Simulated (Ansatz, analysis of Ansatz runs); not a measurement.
**Does the charge change how O moves in YScO3 (Pnma)?**

Aim: compare the barrier of one jump in YScO3 (Pnma) across charge states. The case: V_O hop (3.0 Å), in a cell of 40 host atoms with 1 O taken out.

Main program and level: analysis of Ansatz runs 0.2.0; migration barriers of one hop by charge state from climbing-image bands, LDA; no image-charge correction, which largely cancels along a path.

## (1) Set-up

The cell holds 39 atoms: 8 Y, 8 Sc and 23 O. Cell: a = 9.434 Å, b = 7.769 Å, c = 9.607 Å, α = 64.8°, β = 48.2°, γ = 67.1°. It derives from YScO3 (space group Pnma). Nearest the centre at fractional (0.530, 0.190, 0.879): Sc16 at 1.42 Å, O35 at 1.50 Å, Y8 at 2.03 Å, O23 at 2.45 Å, O30 at 2.57 Å, O28 at 2.58 Å, O19 at 2.93 Å, Sc12 at 2.94 Å.

Structure file:

```xyz
39
Lattice="0.0000 7.7756 5.3416 5.6413 0.0000 5.3416 5.6413 7.7756 0.0000" Properties=species:S:1:pos:R:3 pbc="T T T"
Y     5.2743    5.8317    5.2329
Y     5.2743   13.6074    5.2329
Y     3.1877    1.9439    2.5621
Y     8.8291    9.7196    7.9037
Y     2.4536    5.8317    2.7795
Y     8.0949   13.6074    8.1212
Y     6.0084    1.9439    5.4503
Y     6.0084    9.7196    5.4503
Sc    5.6413    7.7756    2.6708
Sc    5.6413    7.7756    8.0124
Sc    2.8207    3.8878    0.0000
Sc    2.8207    3.8878    5.3416
Sc    8.4620    7.7756    5.3416
Sc    2.8207    7.7756    5.3416
Sc    5.6413    3.8878    2.6708
Sc    0.0000    3.8878    2.6708
O     5.3251    9.7196    8.7056
O     4.5466    3.3604    6.3613
O     4.5466   11.1361    6.3613
O    10.1880    8.3030    6.3613
O     4.5466    8.3030    6.3613
O     3.9154    4.4152    3.6905
O     9.5568   12.1909    9.0321
O     3.9154    7.2482    3.6905
O     9.5568   15.0239    9.0321
O     8.7783    5.8317    6.0348
O     3.1369    5.8317    6.0348
O     8.1458    9.7196    4.6484
O     2.5044    9.7196    4.6484
O     1.7259    3.3604    1.6511
O     7.3673   11.1361    6.9927
O     1.7259    0.5274    1.6511
O     7.3673    8.3030    6.9927
O     6.7361    4.4152    4.3219
O     6.7361   12.1909    4.3219
O     6.7361    7.2482    4.3219
O     1.0947    7.2482    4.3219
O     5.9576    5.8317    1.9776
O     5.9576    5.8317    7.3192
```

The cell's shortest repeat is 7.8 Å.

## (2) The bands

Climbing-image bands with Ansatz at one point at (¼, ¼, ¼), on 4 threads of Arm Neoverse V2, shared host:

| charge | moment (μB) | images | iterations | energies along the band (eV) | time |
| --- | --- | --- | --- | --- | --- |
| +2 | 0 | 5 | 24 | 0.00, 0.23, 1.17, 1.71, 1.16, 0.37, 0.16 | 10 min |
| 0 | 0 | 5 | 21 | 0.00, 0.36, 1.68, 2.69, 1.58, 0.30, -0.02 | 9.3 min |

## (3) Barriers and rates

Arrhenius rates with an assumed prefactor of 1e13 per second. Hop rate against temperature:

| temperature (K) | charge +2 (1/s) | charge +0 (1/s) |
| --- | --- | --- |
| 200 | 1.0e-30 | 1.3e-55 |
| 300 | 2.2e-16 | 5.7e-33 |
| 400 | 3.2e-9 | 1.2e-21 |
| 600 | 0.0465 | 2.4e-10 |
| 800 | 178 | 1.1e-4 |
| 1000 | 25155 | 0.267 |

## (4) Outcome

```yaml
barrier_at_charge_plus_2: 1.71 eV
barrier_at_charge_0: 2.69 eV
```

What this shows: The barrier is lowest at charge +2 (1.71 eV) and highest at 0 (2.69 eV). No image-charge correction is applied. The order of the top as a saddle was not checked for all atoms, so a bent path could be lower. Limits: one k-point off the zone centre stands for the whole zone; periodic copies of the defect are only 7.8 Å apart.

[Logs are printed without paths, hosts, clocks, repeated set-up lines and the standing remarks that a program may print on its own settings, such as how far it seeks lower states.]

[Hosts, paths, dates, database ids (printed as entryN), source tags and the programs' standing remarks are cut or masked in the printed files.]
